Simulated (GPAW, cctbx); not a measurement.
## Cs2KIrCl6: the scripts behind a bonding study

Short scripts, each with its output. The cell comes from substitution in a known structure type and wasn't matched to any measured phase.

## 1. Relax the structure

```text
cell
1.0
     0.000000000    5.280500000    5.280500000
     5.280500000    0.000000000    5.280500000
     5.280500000    5.280500000    0.000000000
Ir Cs K Cl
1 2 1 6
Direct
0.000000000 0.000000000 0.000000000
0.250000000 0.250000000 0.250000000
0.750000000 0.750000000 0.750000000
0.500000000 0.500000000 0.500000000
0.213200000 0.786800000 0.786800000
0.213200000 0.786800000 0.213200000
0.786800000 0.213200000 0.213200000
0.786800000 0.786800000 0.213200000
0.213200000 0.213200000 0.786800000
0.786800000 0.213200000 0.786800000
```

```python
from ase.constraints import FixSymmetry
from ase.filters import FrechetCellFilter
from ase.io import read, write
from ase.optimize import BFGS
from ase.parallel import parprint
from gpaw import GPAW, PW, FermiDirac

atoms = read("start.vasp")
atoms.set_constraint(FixSymmetry(atoms))
atoms.calc = GPAW(mode=PW(570), xc="PBE", kpts={"size": (3, 3, 3), "gamma": True},
                 occupations=FermiDirac(0.05), maxiter=120, symmetry={"tolerance": 1e-5}, txt="relax.txt")
BFGS(FrechetCellFilter(atoms), maxstep=0.15).run(fmax=0.03, steps=40)
parprint("cell  %.4f %.4f %.4f  %.2f %.2f %.2f" % tuple(atoms.cell.cellpar()))
parprint("volume %.3f A^3, largest force %.3f eV/A, largest stress %.2f GPa" % (atoms.get_volume(), abs(atoms.get_forces()).max(), 160.218 * abs(atoms.get_stress()).max()))
atoms.set_constraint()
write("relaxed.vasp", atoms, direct=True)
```

```console
$ OMP_NUM_THREADS=1 mpirun -n 4 gpaw python run.py > gpaw.log
```

```text
      Step        Energy          fmax
BFGS:    0      -36.730657        1.884203
BFGS:    1      -37.015905        1.271591
BFGS:    2      -37.300909        0.262749
BFGS:    3      -37.312735        0.188449
BFGS:    4      -37.315374        0.165910
BFGS:    5      -37.321003        0.129939
BFGS:    6      -37.332320        0.193062
BFGS:    7      -37.350049        0.210854
BFGS:    8      -37.363917        0.138642
BFGS:    9      -37.367868        0.039636
BFGS:   10      -37.368243        0.004404
cell  7.6320 7.6320 7.6320  60.00 60.00 60.00
volume 314.339 A^3, largest force 0.004 eV/A, largest stress 0.02 GPa
```

Time: 5.3 min on 4 cores of Arm Neoverse N1 (shared host), peak memory 1.7 GiB.

## 2. Build the all-electron density and subtract free atoms

```text
cell
1.0
     0.000000000    5.396633865    5.396633865
     5.396633865    0.000000000    5.396633865
     5.396633865    5.396633865    0.000000000
Ir Cs K Cl
1 2 1 6
Direct
0.000000000 0.000000000 0.000000000
0.250000000 0.250000000 0.250000000
0.750000000 0.750000000 0.750000000
0.500000000 0.500000000 0.500000000
0.219594900 0.780405100 0.780405100
0.219594900 0.780405100 0.219594900
0.780405100 0.219594900 0.219594900
0.780405100 0.780405100 0.219594900
0.219594900 0.219594900 0.780405100
0.780405100 0.219594900 0.780405100
```

```python
import numpy as np
from ase.io import read
from ase.units import Bohr
from gpaw import GPAW, PW, FermiDirac
from gpaw.calculator import GPAW as OldGPAW
from gpaw.mpi import serial_comm, world
from scipy.special import erfc
from scipy.spatial import cKDTree

atoms = read("cell.vasp")
atoms.calc = GPAW(mode=PW(450), xc="PBE", kpts={"size": (3, 3, 3), "gamma": True},
                 occupations=FermiDirac(0.05), maxiter=120, symmetry={"tolerance": 1e-5}, txt="scf.txt")
atoms.get_potential_energy()
rho = atoms.calc.get_all_electron_density(gridrefinement=2)
moments = atoms.get_magnetic_moments() if atoms.calc.get_number_of_spins() == 2 else np.zeros(len(atoms))
total = atoms.get_magnetic_moment() if moments.any() else 0.0
if world.rank == 0:
    free = OldGPAW(mode=PW(450), xc="PBE", txt=None, communicator=serial_comm)
    neutral = atoms.copy()
    neutral.set_initial_magnetic_moments(None)
    free.initialize(neutral)
    free.set_positions(neutral)
    drho = rho - free.get_all_electron_density(gridrefinement=2)
    # GPAW starts from confined atoms: exchange their smooth part for that of the datasets' free atoms
    h = np.stack(np.meshgrid(*[np.fft.fftfreq(n, 1 / n) for n in drho.shape], indexing="ij"), -1)
    gabs = np.linalg.norm(h @ atoms.cell.reciprocal(), axis=-1)
    tails = np.fft.fftn(free.get_pseudo_density(gridrefinement=2))
    g, form, v0 = np.linspace(0, gabs.max(), 1500), {}, 0
    for e in set(atoms.symbols):
        idx = atoms.symbols.search(e)
        d = free.setups[idx[0]].data
        r, w = d.rgd.r_g * Bohr, d.rgd.r_g**2 * d.rgd.dr_g
        j0 = np.sinc(2 * g[:, None] * r)
        smooth = sum(f * p**2 for f, p in zip(d.f_j, d.phit_jg)) + np.sqrt(4 * np.pi) * d.nct_g
        full = sum(f * p**2 for f, p in zip(d.f_j, d.phi_jg)) + np.sqrt(4 * np.pi) * d.nc_g
        phase = sum(np.exp(-2j * np.pi * h @ s) for s in atoms.get_scaled_positions()[idx])
        tails -= np.interp(gabs, g, j0 @ (smooth * w)) * phase * drho.size / atoms.get_volume()
        form[e] = j0 @ (full * w)
        v0 += 2 * np.pi / 3 * 14.3996 * (full * w * r**2).sum() * len(idx)  # V A^3
    tails *= 0.5 * erfc((gabs - 1.8) / 0.25)  # the tails differ at long wavelengths alone
    drho += np.fft.ifftn(tails).real  # crystal minus superposed spherical free atoms
    np.save("drho.npy", drho)
    dv = atoms.get_volume() / drho.size
    print("grid", drho.shape, " electrons %.3f" % (rho.sum() * dv), " moved by bonding %.3f e" % (abs(drho).sum() * dv / 2))
    pts = np.indices(drho.shape).reshape(3, -1).T / drho.shape @ atoms.cell
    shifts = (np.indices((3, 3, 3)).reshape(3, -1).T - 1) @ atoms.cell
    images = (atoms.positions[None] + shifts[:, None]).reshape(-1, 3)
    dist, idx = cKDTree(images).query(pts, k=4)
    out = drho.ravel()[dist[:, 0] > 0.5]
    print("deformation density beyond 0.5 A of the nuclei: max %.3f, min %.3f e/A^3" % (out.max(), out.min()))
    tie = dist < dist[:, :1] + 1e-4
    q = -np.bincount((idx % len(atoms))[tie], (drho.ravel()[:, None] / tie.sum(1, keepdims=True) * tie)[tie], len(atoms)) * dv
    print("atom        x       y       z   Voronoi charge  moment")
    for a, s, c, m in zip(atoms, atoms.get_scaled_positions(), q, moments):
        print("%-2s%-3d %7.4f %7.4f %7.4f %10.3f %10.2f" % (a.symbol, a.index + 1, *s, c, m))
    np.savez("free.npz", g=g, **form)
    print("mean inner potential of superposed free atoms %.3f V" % (v0 / atoms.get_volume()))
    print("total magnetic moment %.3f muB" % total)
```

```console
$ OMP_NUM_THREADS=1 mpirun -n 4 gpaw python run.py > gpaw.log
```

```text
grid (80, 80, 80)  electrons 308.000  moved by bonding 2.087 e
deformation density beyond 0.5 A of the nuclei: max 0.688, min -1.030 e/A^3
atom        x       y       z   Voronoi charge  moment
Ir1    0.0000  0.0000  0.0000      0.102       0.00
Cs2    0.2500  0.2500  0.2500      0.216       0.00
Cs3    0.7500  0.7500  0.7500      0.216       0.00
K 4    0.5000  0.5000  0.5000      0.225       0.00
Cl5    0.2196  0.7804  0.7804     -0.126       0.00
Cl6    0.2196  0.7804  0.2196     -0.126       0.00
Cl7    0.7804  0.2196  0.2196     -0.126       0.00
Cl8    0.7804  0.7804  0.2196     -0.126       0.00
Cl9    0.2196  0.2196  0.7804     -0.126       0.00
Cl10   0.7804  0.2196  0.7804     -0.126       0.00
mean inner potential of superposed free atoms 12.287 V
total magnetic moment 0.000 muB
```

Time: 33 s.

## 3. Fourier-transform the difference

```python
from cctbx import adptbx, crystal, miller, xray
from cctbx.eltbx import tiny_pse
import numpy as np

cs = crystal.symmetry(unit_cell=(10.7933, 10.7933, 10.7933, 90, 90, 90), space_group_symbol='Hall: -F 4 2 3')  # Fm-3m
atoms = [  # label, site, U (iso, or U11 U22 U33 U12 U13 U23 in A^2), occupancy
    ("Ir1", (0, 0, 0), 0.0000, 1),
    ("Cs1", (0.25, 0.75, 0.75), 0.0000, 1),
    ("K1", (0.5, 0, 0), 0.0000, 1),
    ("Cl1", (0.78041, 0, 0), 0.0000, 1),
]
xs = xray.structure(crystal_symmetry=cs)
for label, site, u, occ in atoms:
    u = adptbx.u_cif_as_u_star(cs.unit_cell(), u) if isinstance(u, tuple) else u
    xs.add_scatterer(xray.scatterer(label, site=site, u=u, occupancy=occ))
xs.scattering_type_registry(table="wk1995")
drho = np.load("drho.npy")
T = np.array([[-1, 1, 1], [1, -1, 1], [1, 1, -1]])  # conventional axes in terms of the primitive ones
dF = np.fft.ifftn(drho) * 1257.35771  # electrons a conventional cell, indexed by primitive hkl
ms = miller.build_set(cs, anomalous_flag=False, d_min=0.9).sort("resolution")
iam = ms.structure_factors_from_scatterers(xs, algorithm="direct").f_calc()
p1 = xs.expand_to_p1()
z = np.array([tiny_pse.table(sc.scattering_type).atomic_number() for sc in p1.scatterers()])
x = np.array(p1.sites_frac())
free = np.load("free.npz")
print("static structure factors of the conventional cell: F in electrons, V (Mott-Bethe) in volts")
print("   h  k  l      d  |F| table  |F| free   |F| DFT   change   |V| free  |V| DFT  change %")
for h, d, table in list(zip(ms.indices(), ms.d_spacings().data(), iam.data()))[:16]:
    df = dF[tuple(np.rint(np.linalg.solve(T, h)).astype(int))]
    phase = np.exp(2j * np.pi * x @ h)
    f = sum(np.interp(1 / d, free["g"], free[sc.scattering_type]) * p for sc, p in zip(p1.scatterers(), phase))
    fz = (z * phase).sum()
    c = 14.3996 * d * d / (np.pi * cs.unit_cell().volume())
    v0, v1 = abs(fz - f) * c, abs(fz - f - df) * c
    print("%4d%3d%3d %7.4f %9.3f %9.3f %9.3f %8.3f %9.3f %8.3f %8s" % (h + (d, abs(table), abs(f), abs(f + df), abs(f + df) - abs(f), v0, v1, "%.1f" % (100 * (v1 / v0 - 1)) if v0 > 0.02 else "-")))
```

```console
$ python run.py
```

```text
static structure factors of the conventional cell: F in electrons, V (Mott-Bethe) in volts
   h  k  l      d  |F| table  |F| free   |F| DFT   change   |V| free  |V| DFT  change %
   1  1  1  6.2315   299.526   299.445   300.073    0.627     1.421    1.332     -6.2
   0  2  0  5.3967    85.437    85.159    86.121    0.962     0.494    0.392    -20.7
   0  2  2  3.8160   636.749   636.925   635.504   -1.421     3.753    3.828      2.0
   1  3  1  3.2543   197.231   197.102   196.951   -0.151     0.494    0.500      1.2
   2  2  2  3.1158   334.787   335.193   338.012    2.819     3.517    3.417     -2.8
   0  4  0  2.6983   952.054   952.268   954.501    2.233     6.421    6.361     -0.9
   1  3  3  2.4762   120.070   119.650   119.384   -0.265     0.209    0.203     -2.8
   0  4  2  2.4135    40.094    39.735    40.540    0.804     0.260    0.243     -6.6
   2  4  2  2.2032   539.394   539.189   540.092    0.903     2.311    2.295     -0.7
   3  3  3  2.0772    56.777    56.150    56.097   -0.052     0.714    0.714     -0.1
   1  5  1  2.0772   302.159   302.005   301.881   -0.124     1.458    1.460      0.1
   0  4  4  1.9080   812.029   812.478   811.896   -0.582     4.563    4.571      0.2
   1  5  3  1.8244   229.426   229.168   229.090   -0.078     0.800    0.801      0.1
   2  4  4  1.7989    12.034    11.616    11.878    0.262     0.030    0.027    -10.3
   0  6  0  1.7989    97.886    97.650    95.644   -2.006     0.736    0.759      3.2
   0  6  2  1.7066   557.407   557.369   556.494   -0.875     2.340    2.350      0.4
```

Time: 0.55 s on 1 core of Arm Neoverse N1 (shared host), peak memory 0.09 GiB.

[Outputs are excerpts: Python notices, other lines and further rows are left out; steps that failed or that the build refused (PBEsol, TPSS) are not shown.]

[Logs are printed without paths, hosts, clocks, repeated set-up lines and the standing remarks that a program may print on its own settings, such as how far it seeks lower states.]
